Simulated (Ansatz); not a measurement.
# In2Au (Fm-3m): from the cell to its phonons

Task: relax In2Au (Fm-3m), then find its harmonic phonons.

Main program and level: Ansatz 0.2.0; DFT PBEsol, scalar-relativistic, plane waves, PAW; PAW set soft_1.

Report form: the programs' logs are mostly left out.

The database entry behind the starting cell differs from later determinations by our own check (0.1 to 0.3 % short, probably kX units), so it need not match the best structure at ambient conditions.

### Step 1. Starting point

The structure is cubic, space group Fm-3m (No. 225). The conventional cell has a = 6.502 Å, b = 6.502 Å, c = 6.502 Å, α = 90.00°, β = 90.00°, γ = 90.00°. Nearest to In lie 4 Au at 2.82 Å. Nearest to Au lie 8 In at 2.82 Å. Farther neighbours are not listed.

Coordinates:

```cif
data_structure
_symmetry_space_group_name_H-M 'P 1'
_symmetry_Int_Tables_number 1
_cell_length_a 4.5976
_cell_length_b 4.5976
_cell_length_c 4.5976
_cell_angle_alpha 60.000
_cell_angle_beta 60.000
_cell_angle_gamma 60.000
_cell_volume 68.72
loop_
_atom_site_label
_atom_site_type_symbol
_atom_site_fract_x
_atom_site_fract_y
_atom_site_fract_z
_atom_site_occupancy
In1 In 0.25000 0.25000 0.25000 1
In2 In 0.75000 0.75000 0.75000 1
Au3 Au 0.00000 0.00000 0.00000 1
```

### Step 2. Bringing the structure to rest

Harmonic phonons are second derivatives at a point where the forces vanish, and they are wanted at zero stress, so atoms and cell are relaxed first.

File input.yaml:

```yaml
crystal:
  lattice:
    - [0.0, 3.251, 3.251]
    - [3.251, 0.0, 3.251]
    - [3.251, 3.251, 0.0]
  atoms:
    - { symbol: In, position: [0.25, 0.25, 0.25] }
    - { symbol: In, position: [0.75, 0.75, 0.75] }
    - { symbol: Au, position: [0.0, 0.0, 0.0] }
kpoints:
  mp_grid: { grid: [12, 12, 12] }
hamiltonian:
  xc: pbesol
  pseudopotentials: { kind: paw, azcp: { folder: soft_1 }, xc_functional: pbe }
scf:
  occupations: { method: gaussian, width: 0.1 }
output:
  forces: true
  stress: true
  eigenvalues: true
relax:
  adjacent_minimum: "off"
  f_tol: 0.005
  max_steps: 80
  cell: { stress_tol: 0.05 }
```

Started as:

```console
ansatz run input.yaml --threads 4 --pin off --max-ram 10240MiB --backend cpu --events-out ev --progress --plain --runs-dir out
```

Elapsed: 7.3 s, on 4 threads of Arm Neoverse V2, shared host; peak memory 0.45 GiB.

Step by step:

```
step  energy less that of the first step (eV)  largest force component (eV/Å)  pressure (GPa)  volume (Å³)
   1                                   0.0000                          0.0000            1.17        68.72
   2                                  -0.0019                          0.0000           -0.72        70.67
   3                                  -0.0038                          0.0000           -0.05        69.91
  4*                                  -0.0041                          0.0000           -0.05        69.91
```

Relaxation steps marked * repeat the geometry before them on a plane-wave basis chosen anew for their cell, so energy and pressure can jump there.

The run keeps the 48 symmetry operations that it works with, so distortions that break them were not tested.

```
conventional cell, symmetrised  before  after  change
                         a (Å)   6.502  6.539  +0.6 %
                         b (Å)   6.502  6.539  +0.6 %
                         c (Å)   6.502  6.539  +0.6 %
              volume (Å³/atom)   22.91  23.30  +1.7 %
```

Final coordinates:

```xyz
3
Lattice="0.0000 3.2697 3.2697 3.2697 0.0000 3.2697 3.2697 3.2697 0.0000" Properties=species:S:1:pos:R:3 pbc="T T T"
In    1.6349    1.6349    1.6349
In    4.9046    4.9046    4.9046
Au    0.0000    0.0000    0.0000
```

This step gave:

```yaml
pressure: -0.04642 GPa
volume_per_atom: 23.30 Å³
gap_on_the_k_mesh: 0 eV
```

In this step the volume went from 22.91 to 23.30 Å³/atom.

### Step 3. Relaxing to small forces for the phonons

Phonons need a cell at rest on their own settings, so the relaxation is repeated with tight tolerances on forces and stress, using the mesh and the filling of the phonon run that follows.

input.yaml, the sections that differ from step 2:

```yaml
crystal:
  lattice:
    - [0.0, 3.2697198902, 3.2697198902]
    - [3.2697198902, 0.0, 3.2697198902]
    - [3.2697198902, 3.2697198902, 0.0]
  atoms:
    - { symbol: In, position: [0.25, 0.25, 0.25] }
    - { symbol: In, position: [0.75, 0.75, 0.75] }
    - { symbol: Au, position: [0.0, 0.0, 0.0] }
scf:
  occupations: { method: methfessel_paxton, width: 0.2 }
relax:
  adjacent_minimum: "off"
  f_tol: 0.001
  max_steps: 60
  cell: { stress_tol: 0.01 }
# kpoints, hamiltonian, output: as in step 2
```

Elapsed: 7.2 s, on 4 threads; peak memory 0.45 GiB.

Little changed from the start: no atom moved by 0.005 Å and no cell edge by 0.1 %.

This step gave:

```
pressure        : -1.20e-5 GPa
volume per atom : 23.29 Å³
```

The forces vanish by symmetry and the pressure is 0.000 GPa, within the tolerances set. The cell now holds 23.29 Å³/atom.

### Step 4. Zone-centre response

The zone centre comes first: it holds the modes that light can see, as far as symmetry allows. No field response is asked, since the mesh shows no gap.

input.yaml, the sections that differ from step 3:

```yaml
crystal:
  lattice:
    - [0.0, 3.2692238211, 3.2692238211]
    - [3.2692238211, 0.0, 3.2692238211]
    - [3.2692238211, 3.2692238211, 0.0]
  atoms:
    - { symbol: In, position: [0.25, 0.25, 0.25] }
    - { symbol: In, position: [0.75, 0.75, 0.75] }
    - { symbol: Au, position: [0.0, 0.0, 0.0] }
output:
  eigenvalues: true
phonons:
  method: dfpt
# kpoints, hamiltonian, scf: as in step 3
# relax: removed
```

Run time: 23 s. Hardware: 4 threads; peak memory 1.1 GiB.

This step gave:

| Property | Result |
| --- | --- |
| sum-rule residual before enforcement | 3.51e-5 eV/Å² |
| point group | m-3m |
| highest optical mode at the zone centre (no LO-TO term) | 120.7 cm⁻¹ |
| lowest optical zone-centre mode | 115.9 cm⁻¹ |

Patterns of degenerate modes are one choice out of their space. The modes at Γ (shares of kinetic energy by element, %):

```
mode  frequency (cm⁻¹)  symmetry  In %  Au %
   1               0.0  acoustic    54    46
   2               0.0  acoustic    54    46
   3               0.0  acoustic    54    46
   4             115.9       T2g   100     0
   5             115.9       T2g   100     0
   6             115.9       T2g   100     0
   7             120.7       T1u    46    54
   8             120.7       T1u    46    54
   9             120.7       T1u    46    54
```

Displacements in mode 6 (115.9 cm⁻¹), the largest set to 1:
```
In1 -0.02 -1.00  1.00
In2  0.02  1.00 -1.00
Au3  0.00  0.00  0.00
```

Displacements in mode 9 (120.7 cm⁻¹), the largest set to 1:
```
In1 -0.30  0.52 -0.86
In2 -0.30  0.52 -0.86
Au3  0.35 -0.61  1.00
```

Before it was imposed, the acoustic sum rule was missed by 3.5e-5 eV/Å². Small misses are needed for a sound result but don't prove that mesh and cutoff are converged. The lowest optical mode is real, 116 cm⁻¹.

### Step 5. Response at finite wavevector

Stability and thermal properties need the whole zone. Linear response on a 4×4×4 q mesh gives force constants as far as a supercell of that size would.

input.yaml: that of step 4 with these lines changed.

```diff
@@ -20 +20,8 @@
   method: dfpt
+  qmesh: [4, 4, 4]
+  temperatures: { t_max: 1000, t_step: 50 }
+  qpath:
+    path:
+      - [[0.0, 0.0, 0.0], [0.5, 0.0, 0.5], [0.625, 0.25, 0.625]]
+      - [[0.375, 0.375, 0.75], [0.0, 0.0, 0.0], [0.5, 0.5, 0.5], [0.5, 0.25, 0.75], [0.5, 0.0, 0.5]]
+    npoints: 10
```

The job ended after 12 min (4 threads; peak memory 6 GiB; 48 min of CPU time).

This step gave:

```yaml
sum_rule_residual_before_enforcement: 2.26e-5 eV/Å²
lowest_frequency_on_the_path: 0 cm⁻¹
highest_frequency_on_the_path_or_at_a_solved_wavevector: 148.8 cm⁻¹
mean_frequency: 95.3 cm⁻¹
debye_temperature_second_moment: 189 K
logarithmic_mean_frequency: 86.6 cm⁻¹
lowest_mode_on_the_q_mesh_acoustic_modes_at_gamma_apart: 26.05 cm⁻¹
zero_point_energy_per_atom: 17.72 meV
heat_capacity_at_300_k: 24.45 J/(mol atoms K)
vibrational_entropy_at_300_k: 47.09 J/(mol atoms K)
```

Frequencies (cm⁻¹) solved at each irreducible wavevector; negative means imaginary. Frequencies by wavevector, by row:

```
q in reciprocal lattice units  star  mode 1  mode 2  mode 3  mode 4  mode 5  mode 6  mode 7  mode 8  mode 9
                        0 0 0     1       0       0       0   115.9   115.9   115.9   120.7   120.7   120.7
                     0 0 0.25     8    26.1    26.1    61.8    98.5     107     107   128.3   128.3   131.4
                     0 0 -0.5     4    31.5    31.5    78.7   102.2   102.2   120.2   125.4   133.6   133.6
                  0 0.25 0.25     6    33.2    33.2      70    95.2    95.2      99   128.3   138.2   138.2
                  0 0.25 -0.5    24    44.9    53.6    73.8    85.8    89.4   108.5   134.2   141.6   141.7
                 0 0.25 -0.25    12    38.1    49.3    72.8    85.3    97.1   115.3   128.1   134.1   141.7
                  0 -0.5 -0.5     3    54.6    54.6    76.6    76.6    76.8    88.7   133.3   147.1   147.1
              0.25 -0.5 -0.25     6    58.9    65.6    65.6    75.7    77.2   126.4   126.4     141   148.8
```

Interpolated from a 4×4×4 q mesh. Phonon branches along the path, in cm⁻¹:

```
    point  branch 1  branch 2  branch 3  branch 4  branch 5  branch 6  branch 7  branch 8  branch 9
        Γ         0         0         0       116       116       116       121       121       121
  halfway        33        33        70        95        95        99       128       138       138
        X        55        55        77        77        77        89       133       147       147
  halfway        54        58        72        77        79        97       135       146       146
        U        51        66        66        78        84       110       135       144       145
jump to K        51        66        66        78        84       110       135       144       145
  halfway        31        37        68        92       105       105       129       130       137
        Γ         0         0         0       116       116       116       121       121       121
  halfway        26        26        62        98       107       107       128       128       131
        L        32        32        79       102       102       120       125       134       134
  halfway        43        53        75        87        91       121       128       138       143
        W        59        66        66        76        77       126       126       141       149
  halfway        57        58        72        76        77       104       137       142       148
        X        55        55        77        77        77        89       133       147       147
```

Tetrahedra on a 16×16×16 mesh, mean over bins of 2 cm-1. Interpolated from a 4×4×4 q mesh. The phonon density of states by wavenumber; read off at these points:

```
wavenumber (cm⁻¹)  phonon density of states (1/cm⁻¹/cell)
              1.0                                  2.0e-5
              9.0                                 0.00154
             15.0                                 0.00461
             23.0                                  0.0131
             29.0                                  0.0280
             37.0                                  0.0575
             43.0                                  0.0601
             51.0                                  0.0668
             53.0                                  0.0704
             57.0                                  0.0488
             65.0                                  0.0111
             71.0                                  0.0719
             73.0                                   0.129
             79.0                                  0.0891
             85.0                                  0.0731
             93.0                                  0.0797
             99.0                                  0.0831
            107.0                                  0.0666
            113.0                                  0.0411
            119.0                                  0.0518
            121.0                                  0.0403
            127.0                                  0.0832
            135.0                                   0.179
            141.0                                   0.137
            149.0                                  0.0116
```

Phonopy on the run's constants, 15x15x15 mesh, Gaussian sigma 2.0 cm-1. Interpolated from a 4×4×4 q mesh. Partial phonon density of states against wavenumber; read off at these points; values in 1/cm⁻¹/cell:

```
wavenumber (cm⁻¹)       Au       In
             -5.0   6.0e-6   6.0e-6
              0.0   7.8e-5   9.0e-5
              5.0   1.6e-4   1.9e-4
             10.0   8.6e-4   9.8e-4
             15.0   0.0025  0.00275
             20.0  0.00494  0.00518
             25.0  0.00888  0.00857
             30.0   0.0195   0.0162
             35.0   0.0322   0.0239
             40.0   0.0342   0.0242
             45.0   0.0364   0.0247
             50.0   0.0398   0.0250
             53.1   0.0409   0.0248
             55.0   0.0372   0.0225
             60.0   0.0226   0.0149
             65.0   0.0141  0.00824
             70.0   0.0399   0.0210
             73.8   0.0708   0.0411
             75.0   0.0642   0.0481
             80.0   0.0108   0.0733
             85.0  0.00489   0.0685
             90.0  0.00764   0.0693
             95.0  0.00877   0.0721
             97.8  0.00957   0.0736
            100.0  0.00964   0.0707
            105.0  0.00955   0.0592
            110.0  0.00767   0.0408
            115.0  0.00744   0.0299
            120.0  0.00985   0.0307
            125.0   0.0190   0.0344
            130.0   0.0439   0.0977
            131.5   0.0456    0.112
            135.0   0.0401    0.123
            140.0   0.0326    0.103
            145.0   0.0256   0.0686
            150.0  0.00473   0.0123
            155.0   1.8e-5   4.2e-5
            160.0        0        0
```

Harmonic thermodynamic functions per atom, from the density of states. Interpolated from a 4×4×4 q mesh. Thermodynamic functions, by row:

```
T (K)  F_vib (meV/atom)  S (J/mol-atom/K)  C_V (J/mol-atom/K)
    0             17.72                 0                   0
   50             16.05             9.109               13.99
  100              7.96             21.53               21.07
  200            -23.29             37.28               23.86
  300            -67.34             47.09               24.45
  400              -120             54.16               24.66
  500            -179.1             59.68               24.76
  600            -243.3              64.2               24.82
  700            -311.9             68.03               24.85
  800            -384.2             71.35               24.87
  900            -459.7             74.28               24.89
 1000              -538              76.9                24.9
```

Harmonic mean-square displacement, third of the trace. Interpolated from a 4×4×4 q mesh. Mean square displacements, by row:

```
T (K)  In1 U_eq (Å²)  In2 U_eq (Å²)  Au3 U_eq (Å²)
    0        0.00173        0.00173        0.00137
  100         0.0043         0.0043        0.00434
  300        0.01201        0.01201         0.0125
  600        0.02384        0.02384        0.02489
```

Symmetry leaves 8 wavevectors to solve. The lowest mode among them, the acoustic zeros apart, lies at q = (0, 0, 0.25) and is real, 26.1 cm⁻¹.

### Step 6. Isotope substitution

An isotope changes the mass and not the force constants, so no new electronic calculation is needed; the shifts show which modes move this element.

The same force constants with the mass of In changed from 114.818 to 112.904 u (phonopy, no LO-TO term). Both lists are sorted by frequency; levels can cross, so a row need not hold one and the same mode. Modes under 3 cm⁻¹ are left out. Isotope shifts, by row:

```
          q  rank  natural mass (cm⁻¹)  changed mass (cm⁻¹)
      0 0 0     4                115.9                116.9
      0 0 0     5                115.9                116.9
      0 0 0     6                115.9                116.9
      0 0 0     7                120.7                121.2
      0 0 0     8                120.7                121.2
      0 0 0     9                120.7                121.2
   0 0 0.25     1                26.05                26.15
   0 0 0.25     2                26.05                26.15
   0 0 0.25     3                61.75                61.94
   0 0 0.25     4                98.46                99.26
   0 0 0.25     5                  107                107.8
   0 0 0.25     6                  107                107.8
   0 0 0.25     7                128.3                128.9
   0 0 0.25     8                128.3                128.9
   0 0 0.25     9                131.4                132.2
   0 0 -0.5     1                31.52                31.63
   0 0 -0.5     2                31.52                31.63
   0 0 -0.5     3                78.74                78.94
   0 0 -0.5     4                102.2                103.1
   0 0 -0.5     5                102.2                103.1
   0 0 -0.5     6                120.2                121.2
   0 0 -0.5     7                125.4                126.2
   0 0 -0.5     8                133.6                134.3
   0 0 -0.5     9                133.6                134.3
0 0.25 0.25     1                33.24                33.38
0 0.25 0.25     2                33.24                33.38
0 0.25 0.25     3                70.02                70.18
0 0.25 0.25     4                95.22                95.87
0 0.25 0.25     5                95.22                95.87
0 0.25 0.25     6                98.99                99.83
0 0.25 0.25     7                128.3                129.1
0 0.25 0.25     8                138.2                  139
0 0.25 0.25     9                138.2                  139
```

A mode of this element alone would shift by +0.84 %. The highest zone-centre frequency without the field goes from 120.7 to 121.2 cm⁻¹ (+0.4 %). The product of the frequency ratios over all optical modes at Γ is 1.038; the product rule, (m/m′)^(3k/2) (M′/M)^(3/2) with k = 2 such atoms and M the mass of the cell, gives 1.038.

### Step 7. Outcome

| Property | Result |
| --- | --- |
| space group after relaxation (within 0.01 Å) | Fm-3m |
| volume per atom | 23.3 Å³ |
| electronic character | no gap on this mesh |
| highest optical mode at the zone centre (no LO-TO term) | 121 cm⁻¹ |
| lowest optical zone-centre mode | 116 cm⁻¹ |
| lowest mode on the q mesh (acoustic modes at Γ apart) | 26.1 cm⁻¹ |
| highest frequency on the path or at a solved wavevector | 149 cm⁻¹ |
| zero-point energy per atom | 17.7 meV |
| heat capacity at 300 K | 24.5 J/(mol atoms K) |
| vibrational entropy at 300 K | 47.1 J/(mol atoms K) |
| Debye temperature (second moment) | 189 K |
| imaginary modes on the 4×4×4 q mesh | none |

The structure is a minimum as far as tested: no mode is imaginary at the 8 irreducible wavevectors of the 4×4×4 mesh, and the softest away from the acoustic zeros lies at 26 cm⁻¹. The optical modes at Γ span 116 to 121 cm⁻¹. With no gap, or one that is small against the smearing, the frequencies hang on the k mesh and the smearing, most of all near Kohn anomalies. The phonon runs are without spin polarisation, although the cell has an odd electron count. Spin-orbit coupling is left out, which can matter for the heavy elements here. The PAW files were made for PBE and serve the other functionals too. A phonon run warned that its eigensolver left some bands unconverged in a pass. These are harmonic frequencies at zero temperature: anharmonic shifts, linewidths and thermal expansion are left out.

[Logs are printed without paths, hosts, clocks, repeated set-up lines and the standing remarks that a program may print on its own settings, such as how far it seeks lower states.]

[Hosts, paths, dates, database ids (printed as entryN), source tags and the programs' standing remarks are cut or masked in the printed files.]
